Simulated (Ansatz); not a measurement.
## Ta2O5 (Pmmn): G0W0 under other settings

A base run on Ta2O5 (Pmmn), then changed inputs.

Calculated with Ansatz 0.2.0; G0W0 on LDA, plane waves, PAW; PAW set soft_1.

## (1) The starting structure

The structure is orthorhombic, space group Pmmn (No. 59). The conventional cell has a = 3.841 Å, b = 13.037 Å, c = 3.874 Å, α = 90.00°, β = 90.00°, γ = 90.00°. Ta has 6 O at 1.88 to 2.21 Å nearest. Nearest to O lie 3 Ta at 1.99 to 2.21 Å. Nearest to O lie 2 Ta at 1.88 to 2.00 Å. Nearest to O lie 2 Ta at 1.90 Å. Farther neighbours and most contacts between anions are not listed.

Coordinates:

```cif
data_structure
_symmetry_space_group_name_H-M 'P 1'
_symmetry_Int_Tables_number 1
_cell_length_a 3.8409
_cell_length_b 13.0373
_cell_length_c 3.8742
_cell_angle_alpha 90.000
_cell_angle_beta 90.000
_cell_angle_gamma 90.000
_cell_volume 194.00
loop_
_atom_site_label
_atom_site_type_symbol
_atom_site_fract_x
_atom_site_fract_y
_atom_site_fract_z
_atom_site_occupancy
Ta1 Ta 0.00000 0.14580 0.02271 1
Ta2 Ta 0.50000 0.35420 0.97729 1
Ta3 Ta 0.50000 0.64580 0.97729 1
Ta4 Ta 0.00000 0.85420 0.02271 1
O5 O 0.50000 0.18523 0.00206 1
O6 O 0.00000 0.31477 0.99794 1
O7 O 0.00000 0.68523 0.99794 1
O8 O 0.50000 0.81477 0.00206 1
O9 O 0.00000 0.85107 0.50765 1
O10 O 0.50000 0.64893 0.49235 1
O11 O 0.50000 0.35107 0.49235 1
O12 O 0.50000 0.50000 0.99500 1
O13 O 0.00000 0.00000 0.00500 1
O14 O 0.00000 0.14893 0.50765 1
```

The cell and positions are those that the Materials Project relaxed with its own functionals (PBE, PBE+U or r2SCAN), kept fixed. Spin-orbit coupling is left out unless a step names it.

## (2) The base run: 4×2×4 mesh, 440 empty bands, screening to 100 eV, PAW set soft_1 files

G0W0 replaces the xc potential by the self-energy, built once from these orbitals. Only a window of levels is corrected, while the sums run over the empty bands that the input names. This step takes PAW set soft_1 files.

Contents of input.yaml:

```yaml
crystal:
  lattice:
    - [3.84085413, 0.0, 0.0]
    - [0.0, 13.0373230544, 0.0]
    - [0.0, 0.0, 3.8741645114]
  atoms:
    - { symbol: Ta, position: [0.0, 0.14579693, 0.02271197] }
    - { symbol: Ta, position: [0.5, 0.35420307, 0.97728803] }
    - { symbol: Ta, position: [0.5, 0.64579693, 0.97728803] }
    - { symbol: Ta, position: [0.0, 0.85420307, 0.02271197] }
    - { symbol: O, position: [0.5, 0.18522554, 0.00205837] }
    - { symbol: O, position: [0.0, 0.31477446, 0.99794163] }
    - { symbol: O, position: [0.0, 0.68522554, 0.99794163] }
    - { symbol: O, position: [0.5, 0.81477446, 0.00205837] }
    - { symbol: O, position: [0.0, 0.85107074, 0.50764741] }
    - { symbol: O, position: [0.5, 0.64892926, 0.49235259] }
    - { symbol: O, position: [0.5, 0.35107074, 0.49235259] }
    - { symbol: O, position: [0.5, 0.5, 0.99500122] }
    - { symbol: O, position: [0.0, 0.0, 0.00499878] }
    - { symbol: O, position: [0.0, 0.14892926, 0.50764741] }
kpoints:
  mp_grid: { grid: [4, 2, 4] }
hamiltonian:
  xc: lda
  pseudopotentials: { kind: paw, azcp: { folder: soft_1 }, xc_functional: pbe }
scf:
  occupations: { method: fixed }
gw:
  n_empty_bands: 440
  ecut_chi: 100
  qp_bands: [v4, c4]
  qp_kpoints: band_edges
  screening: { model: contour_deformation }
```

Run with:

```
$ ansatz run input.yaml --threads 2 --pin off --max-ram 92160MiB --backend cuda --events-out ev --progress --plain --runs-dir out --devices 1 --max-vram 13GiB
```

Numbers of over 12 decimals in the logs are rounded to 6 here.

Log:

```text
GPUs: using 1 of 1 available (devices: 1).
Engine: ansatz 0.2.0, x86_64-unknown-linux-gnu
Pseudopotentials: kind: paw
Pseudopotential: Ta, paw, valence charge 13, recommended cutoff 420 eV (normal), soft_1/Ta.paw.azcp
Pseudopotential: O, paw, valence charge 6, recommended cutoff 420 eV (normal), soft_1/O.paw.azcp
Functional definition: SPW92
  exchange = slater_x
  correlation = pw_c
device memory: the entry about to start is reckoned to put 2.3 GiB on a device that reports 42.2 GiB free (of which the cap on the GPU budget leaves the run 13.0 GiB)
GPU FFT provider: cuFFT
GPU libraries: cuBLAS 13.8.2, cuFFT 12.4.0, cuSOLVER 12.3.4
Crystal: 14 atoms, lattice volume = 193.997 Å³
Basis set: ecut = 420 eV, 3823 PW (Γ)
Bands: 70, of which v1, the nominal top of the filled ones, is band 56 counted from 1 (55 counted from 0)
Symmetry: 8 space group operations
Space group: Pmmn (ITA 59), of the structure as read, at distance tolerance 5.8e-5 Å
k-points: 18 of 32
Non-local potential: Ta, projectors of the file, l = 0: 3, l = 1: 2, l = 2: 2, l = 3: 1
Non-local potential: O, projectors of the file, l = 0: 2, l = 1: 2, l = 2: 1
PAW form: soft (Blöchl's): semilocal exchange-correlation on the pseudo side does not see the compensation charge
PAW frozen core: Ta, regenerated for the run's functional, and the local potential with it (the file was generated under x = pbe(κ = 0.804, μ = 0.219515), c = pbe(β = 0.066725))
PAW frozen core: O, regenerated for the run's functional, and the local potential with it (the file was generated under x = pbe(κ = 0.804, μ = 0.219515), c = pbe(β = 0.066725))
PAW one-centre angular grid: Ta, 590 points (default); XC on 64 Gauss nodes
PAW one-centre angular grid: O, 110 points (default); XC on 64 Gauss nodes
Initial density: superposition of atomic densities (chi_scale 0.1, normalization cell, long waves kept (reshape's long-wave potential 0.02 eV rms))
Initial wavefunctions: pseudopotential atomic-orbital guess
GPU buffer pool allocated for 65610 grid points (all kernels)
GPU transforms: local potential and band sums: pruned to the plane-wave sphere, on 25×90×25
Functional: x = slater, c = lda
SCF iter   1: F=—  HF=-44302.657111 eV  |F-HF|=—  |Δ(HF+E_count)|=         —  Δρ=6.30e-2  dr2=6.81e0  ethr=3.10e-3  ⟨swp⟩=3.9  Hψ=4050  notcnv=0  defer=174
preconditioner: auto → Resta (q_TF=auto, 2.490 Å⁻¹)  ε∞=5.2  [insulator: Δε(μ)=2.668 eV  Ē_g=11.649 eV  n_scr=50 (ndim 8)  ℏωp=23.8 eV  f_vac=0.086  ε∞_Penn≈5.2]
SCF iter   2: F=—  HF=-44301.386032 eV  |F-HF|=—  |Δ(HF+E_count)|=    1.27e0  Δρ=3.36e-2  dr2=1.50e0  ethr=3.10e-3  ⟨swp⟩=2.0  Hψ=2119  notcnv=0  defer=190
SCF iter   3: F=—  HF=-44301.064765 eV  |F-HF|=—  |Δ(HF+E_count)|=   3.21e-1  Δρ=1.49e-2  dr2=5.04e-1  ethr=1.34e-3  ⟨swp⟩=2.0  Hψ=1663  notcnv=0  defer=214
[...]
--- G₀W₀: contour deformation, 6 samples at zero and on the imaginary axis and 2 off it, 32 q-points, 440 empty bands' worth ---
  eigenvalues of the whole cell's RPA ε∞ on this k-mesh (on a slab, of 1 + 4πα/V) = 4.6364, 4.8758, 7.0687; static W/v taken at q = 0 is 0.169942
  band pass: the eigensolver left bands unlocked in 1 slot; of largest residual, k=14: 1 band unlocked, the lowest band 500 (counted from 1), max residual 2.29e-4 eV over all its bands; `*` marks the rows of those k-points, and any row can be off: every row's sums read bands of every k-point
  gw.qp_kpoints: band_edges: 13 of 18 stored k-points solved, in 1 pass; an edge of the gap read off the rows below is read off those points alone
    valence top: of the k-points left out ik 16 came nearest to being solved in a further pass, in band 53 (counted from 1, as in the quasiparticle table): it holds the edge there only if its correction is more favourable than any solved in that band by at least 0.551 eV; those differ by 0.139 eV
    conduction bottom: of the k-points left out ik 7 came nearest to being solved in a further pass, in band 57 (counted from 1, as in the quasiparticle table): it holds the edge there only if its correction is more favourable than any solved in that band by at least 0.870 eV; those differ by 0.117 eV
    ik  band        ε_KS         Σx   Σc(E_QP)       V_xc       Z   E_QP_lin       E_QP  E_QP is
     0    53      5.7607   -24.9214     4.4800   -20.1598  0.7247     5.4775     5.4791  root
     0    54      5.8359   -27.1450     4.7098   -22.1617  0.7413     5.5610     5.5623  root
     0    55      5.9144   -25.3083     4.4385   -20.6197  0.7288     5.6631     5.6643  root
     0    56      5.9810   -27.7621     4.7715   -22.7263  0.7456     5.7155     5.7166  root
     0    57      8.8096   -13.0774    -4.4834   -18.7842  0.7959    10.0536    10.0330  root
     0    58      8.8366   -13.1978    -4.3987   -18.8154  0.7953    10.0757    10.0555  root
     0    59      9.2338   -13.3730    -4.6864   -19.3263  0.7910    10.5251    10.5007  root
     0    60      9.2645   -13.4236    -4.6355   -19.3252  0.7906    10.5545    10.5305  root
[...]
14    53      6.5026   -26.2240     4.7957   -21.2148  0.7314     6.2884     6.2891  root *
    14    54      6.5026   -26.2240     4.7957   -21.2148  0.7314     6.2884     6.2891  root *
    14    55      6.5858   -26.2952     4.7939   -21.2925  0.7317     6.3762     6.3770  root *
    14    56      6.5858   -26.2952     4.7939   -21.2925  0.7317     6.3762     6.3770  root *
    14    57      9.8668   -13.9760    -4.7812   -20.0942  0.7797    11.2350    11.2038  root *
    14    58      9.8668   -13.9760    -4.7812   -20.0942  0.7797    11.2350    11.2038  root *
    14    59     11.4608   -14.8426    -5.2892   -21.5665  0.7526    12.9424    12.8955  root *
    14    60     11.4608   -14.8426    -5.2892   -21.5665  0.7526    12.9424    12.8955  root *
[...]
17    57      9.7562   -13.6200    -4.8571   -19.8157  0.7831    11.1253    11.0947  root
    17    58      9.7562   -13.6200    -4.8571   -19.8157  0.7831    11.1253    11.0947  root
    17    59     11.5351   -15.0101    -5.3026   -21.7465  0.7493    13.0168    12.9689  root
    17    60     11.5351   -15.0101    -5.3026   -21.7465  0.7493    13.0168    12.9689  root
[key lines of the parts left out:]
SCF converged after 10 iterations
Free energy (F): -44300.938448 eV
Fermi energy:    6.595912 eV
```

It took 42 s on 1 × NVIDIA H100 80GB HBM3 (shared by 6 runs) with 2 threads of AMD EPYC 7R13 (Zen 3), shared host; peak memory 2.3 GiB; 65 s of CPU time.

This step gave:

- bands summed: 496
- RPA ε∞ on this mesh (eigenvalues): 4.636, 4.876, 7.069
- plane waves in the screening matrix: 433
- q-points in the mesh: 32
- G0W0 gap on the mesh: 3.643 eV
- k of the valence top: -0.5, -0.5, -0.5
- k of the conduction bottom: 0, 0, 0
- starting gap on the mesh: 2.214 eV
- Z at the valence top: 0.7317
- Z at the conduction bottom: 0.7959
- least direct G0W0 gap on the computed points: 4.316 eV

The gap on the mesh goes from 2.21 eV to 3.64 eV, a correction of +1.43 eV. Between the two edge states, bare exchange in place of the xc potential would open the gap by 10.71 eV, and correlation takes back 9.28 eV.

## (3) Variant: low screening cutoff

Changes to input.yaml since step 2:

```diff
@@ -28,4 +28,4 @@
 gw:
-  n_empty_bands: 440
-  ecut_chi: 100
+  n_empty_bands: 579
+  ecut_chi: 25
   qp_bands: [v4, c4]
```

Log:

```text
GPUs: using 1 of 1 available (devices: 1).
[...]
GPU FFT provider: cuFFT
GPU libraries: cuBLAS 13.8.2, cuFFT 12.4.0, cuSOLVER 12.3.4
Crystal: 14 atoms, lattice volume = 193.997 Å³
Basis set: ecut = 420 eV, 3823 PW (Γ)
Bands: 70, of which v1, the nominal top of the filled ones, is band 56 counted from 1 (55 counted from 0)
[... 1 set-up line as in the run before ...]
[...]
k-points: 18 of 32
[...]
GPU buffer pool allocated for 65610 grid points (all kernels)
[...]
SCF iter   1: F=—  HF=-44302.657111 eV  |F-HF|=—  |Δ(HF+E_count)|=         —  Δρ=6.30e-2  dr2=6.81e0  ethr=3.10e-3  ⟨swp⟩=3.9  Hψ=4050  notcnv=0  defer=174
[...]
SCF iter  10: F=-44300.938448 eV  HF=-44300.938448 eV  |F-HF|=1.70e-8  |Δ(HF+E_count)|=   8.84e-7  Δρ=4.60e-6  dr2=5.71e-8  ethr=8.93e-11  ⟨swp⟩=10.1  Hψ=4890  notcnv=0
SCF 1 converged in 10 iterations: F = -44300.938448 eV  dr2 = 5.71e-8
[...]
NSCF: frozen V_eff on 18 k-points
[...]
G₀W₀ screening: q 1/18
[... further progress lines ...]
SCF converged after 10 iterations
Free energy (F): -44300.938448 eV
[...]
Internal energy: -44300.938448 eV  (E = F + TS)
E sigma→0 (E₀):  -44300.938448 eV
Fermi energy:    6.595912 eV
[...]
--- Band table (eV; the first three rows and the last of 18) ---
  k-point 0: bands = [... 52 lower, 5.7607, 5.8359, 5.9144, 5.9810, 8.8096, 8.8366, 9.2338, 9.2645, ... 10 higher]
  k-point 1: bands = [... 52 lower, 5.2041, 5.4362, 5.9453, 6.1205, 10.2892, 10.4754, 10.5219, 10.6327, ... 10 higher]
  k-point 2: bands = [... 52 lower, 4.9566, 5.2839, 6.2895, 6.3018, 10.6478, 10.8175, 11.9810, 12.0486, ... 10 higher]
  k-point 17: bands = [... 52 lower, 6.4857, 6.4857, 6.5959, 6.5959, 9.7562, 9.7562, 11.5351, 11.5351, ... 10 higher]
[...]
bands read: the sum over 635 bands ends inside a degenerate multiplet in 12 slots, whose members it reads at an even weight; the widest, k=3: bands 635 to 636 (counted from 1) at 1/2 each
[...]
0    53      5.7607   -24.9214     4.3101   -20.1598  0.7534     5.3051     5.3092  root
     0    54      5.8359   -27.1450     4.4521   -22.1617  0.7680     5.2995     5.3046  root
     0    55      5.9144   -25.3083     4.2531   -20.6197  0.7587     5.4753     5.4788  root
     0    56      5.9810   -27.7621     4.4728   -22.7263  0.7731     5.4125     5.4179  root
     0    57      8.8096   -13.0774    -4.2183   -18.7842  0.8070    10.3290    10.2981  root
     0    58      8.8366   -13.1978    -4.1464   -18.8154  0.8068    10.3376    10.3078  root
     0    59      9.2338   -13.3730    -4.4104   -19.3263  0.8026    10.8133    10.7768  root
     0    60      9.2645   -13.4236    -4.3679   -19.3252  0.8026    10.8339    10.7982  root
[...]
17    57      9.7562   -13.6200    -4.6558   -19.8157  0.7961    11.3373    11.2961  root
    17    58      9.7562   -13.6200    -4.6558   -19.8157  0.7961    11.3373    11.2961  root
    17    59     11.5351   -15.0101    -5.1528   -21.7465  0.7677    13.1819    13.1187  root
    17    60     11.5351   -15.0101    -5.1528   -21.7465  0.7677    13.1819    13.1187  root
```

The job ended after 79 s (1 × NVIDIA H100 80GB HBM3 (shared by 6 runs) with 2 threads; peak memory 2.2 GiB; 1.9 min of CPU time).

Against the base:

| setting | base | variant |
| --- | --- | --- |
| empty bands | 440 | 579 |
| screening cutoff (eV) | 100 | 25 |

| quantity | variant | base |
| --- | --- | --- |
| starting gap on the mesh | 2.214 | 2.214 |
| G0W0 gap on the mesh | 4.223 | 3.643 |
| least direct G0W0 gap on the computed points | 4.819 | 4.316 |
| Z at the valence top | 0.766 | 0.732 |
| Z at the conduction bottom | 0.807 | 0.796 |

## (4) Variant: larger pair-density box

Changes to input.yaml since step 3:

```diff
@@ -28,4 +28,4 @@
 gw:
-  n_empty_bands: 579
-  ecut_chi: 25
+  n_empty_bands: 440
+  ecut_chi: 100
   qp_bands: [v4, c4]
@@ -33 +33,2 @@
   screening: { model: contour_deformation }
+  ecutfock_ratio: 2
```

Log:

```text
GPUs: using 1 of 1 available (devices: 1).
[...]
GPU FFT provider: cuFFT
GPU libraries: cuBLAS 13.8.2, cuFFT 12.4.0, cuSOLVER 12.3.4
Crystal: 14 atoms, lattice volume = 193.997 Å³
Basis set: ecut = 420 eV, 3823 PW (Γ)
Bands: 70, of which v1, the nominal top of the filled ones, is band 56 counted from 1 (55 counted from 0)
[... 1 set-up line as in the run before ...]
[...]
k-points: 18 of 32
[...]
GPU buffer pool allocated for 65610 grid points (all kernels)
[...]
SCF iter   1: F=—  HF=-44302.657111 eV  |F-HF|=—  |Δ(HF+E_count)|=         —  Δρ=6.30e-2  dr2=6.81e0  ethr=3.10e-3  ⟨swp⟩=3.9  Hψ=4050  notcnv=0  defer=174
[...]
SCF iter  10: F=-44300.938448 eV  HF=-44300.938448 eV  |F-HF|=1.70e-8  |Δ(HF+E_count)|=   8.84e-7  Δρ=4.60e-6  dr2=5.71e-8  ethr=8.93e-11  ⟨swp⟩=10.1  Hψ=4890  notcnv=0
SCF 1 converged in 10 iterations: F = -44300.938448 eV  dr2 = 5.71e-8
[...]
G₀W₀ screening: q 1/18
[... further progress lines ...]
SCF converged after 10 iterations
Free energy (F): -44300.938448 eV
[...]
Internal energy: -44300.938448 eV  (E = F + TS)
E sigma→0 (E₀):  -44300.938448 eV
Fermi energy:    6.595912 eV
[...]
--- Band table (eV; the first three rows and the last of 18) ---
  k-point 0: bands = [... 52 lower, 5.7607, 5.8359, 5.9144, 5.9810, 8.8096, 8.8366, 9.2338, 9.2645, ... 10 higher]
  k-point 1: bands = [... 52 lower, 5.2041, 5.4362, 5.9453, 6.1205, 10.2892, 10.4754, 10.5219, 10.6327, ... 10 higher]
  k-point 2: bands = [... 52 lower, 4.9566, 5.2839, 6.2895, 6.3018, 10.6478, 10.8175, 11.9810, 12.0486, ... 10 higher]
  k-point 17: bands = [... 52 lower, 6.4857, 6.4857, 6.5959, 6.5959, 9.7562, 9.7562, 11.5351, 11.5351, ... 10 higher]
[...]
0    53      5.7607   -24.9214     4.4800   -20.1598  0.7247     5.4775     5.4791  root
     0    54      5.8359   -27.1450     4.7098   -22.1617  0.7413     5.5610     5.5623  root
     0    55      5.9144   -25.3083     4.4385   -20.6197  0.7288     5.6631     5.6643  root
     0    56      5.9810   -27.7621     4.7715   -22.7263  0.7456     5.7155     5.7166  root
     0    57      8.8096   -13.0774    -4.4834   -18.7842  0.7959    10.0536    10.0330  root
     0    58      8.8366   -13.1978    -4.3987   -18.8154  0.7953    10.0757    10.0555  root
     0    59      9.2338   -13.3730    -4.6864   -19.3263  0.7910    10.5251    10.5007  root
     0    60      9.2645   -13.4236    -4.6355   -19.3252  0.7906    10.5545    10.5305  root
[...]
14    53      6.5026   -26.2240     4.7957   -21.2148  0.7314     6.2884     6.2891  root *
    14    54      6.5026   -26.2240     4.7957   -21.2148  0.7314     6.2884     6.2891  root *
    14    55      6.5858   -26.2952     4.7939   -21.2925  0.7317     6.3762     6.3770  root *
    14    56      6.5858   -26.2952     4.7939   -21.2925  0.7317     6.3762     6.3770  root *
    14    57      9.8668   -13.9760    -4.7812   -20.0942  0.7797    11.2350    11.2038  root *
    14    58      9.8668   -13.9760    -4.7812   -20.0942  0.7797    11.2350    11.2038  root *
    14    59     11.4608   -14.8426    -5.2892   -21.5665  0.7526    12.9424    12.8955  root *
    14    60     11.4608   -14.8426    -5.2892   -21.5665  0.7526    12.9424    12.8955  root *
[...]
17    57      9.7562   -13.6200    -4.8571   -19.8157  0.7831    11.1253    11.0947  root
    17    58      9.7562   -13.6200    -4.8571   -19.8157  0.7831    11.1253    11.0947  root
    17    59     11.5351   -15.0101    -5.3026   -21.7465  0.7493    13.0168    12.9689  root
    17    60     11.5351   -15.0101    -5.3026   -21.7465  0.7493    13.0168    12.9689  root
```

Elapsed: 71 s, on 1 × NVIDIA H100 80GB HBM3 (shared by 6 runs) with 2 threads; peak memory 2.3 GiB; 100 s of CPU time.

The G0W0 gap on the mesh is 3.643 eV.

Against the base:

| setting | base | variant |
| --- | --- | --- |
| ecutfock ratio | - | 2 |

| quantity | variant | base |
| --- | --- | --- |
| starting gap on the mesh | 2.214 | 2.214 |
| G0W0 gap on the mesh | 3.643 | 3.643 |
| least direct G0W0 gap on the computed points | 4.316 | 4.316 |
| Z at the valence top | 0.732 | 0.732 |
| Z at the conduction bottom | 0.796 | 0.796 |

## (5) Summary of results

- base: 3.64 eV, 42 s
- low screening cutoff: 4.22 eV, 79 s
- larger pair-density box: 3.64 eV, 71 s

What this shows: Low screening cutoff: the gap moves by +0.58 eV; such settings are too crude to quote. The variant differs from the base in empty bands and screening cutoff together, so the change can't be laid to one of them. Larger pair-density box: the gap moves by +0.00 eV. All runs here use a coarse mesh and modest cutoffs; they test settings and are not final values. The 4×2×4 mesh is coarse for this cell (its supercell is 15 Å along the shortest edge). The RPA ε∞ on it, from the LDA start, is 4.64, 4.88 and 7.07; such meshes misread the long-range screening, most where the gap is narrow. The many-body steps are scalar-relativistic: spin-orbit coupling is not in them.

[Paths, hosts, dates, memory and timing lines, banners, echoed tables and standing remarks are left out of the program output.]

[Logs are printed without paths, hosts, clocks, repeated set-up lines and the standing remarks that a program may print on its own settings, such as how far it seeks lower states.]

[Runs of the session that timed out or met a known fault of the program may be left out.]

[Cells called generated may have been cut or substituted from an entry of the Crystallography Open Database or the Materials Project.]

[Hosts, paths, dates, database ids (printed as entryN), source tags and the programs' standing remarks are cut or masked in the printed files.]
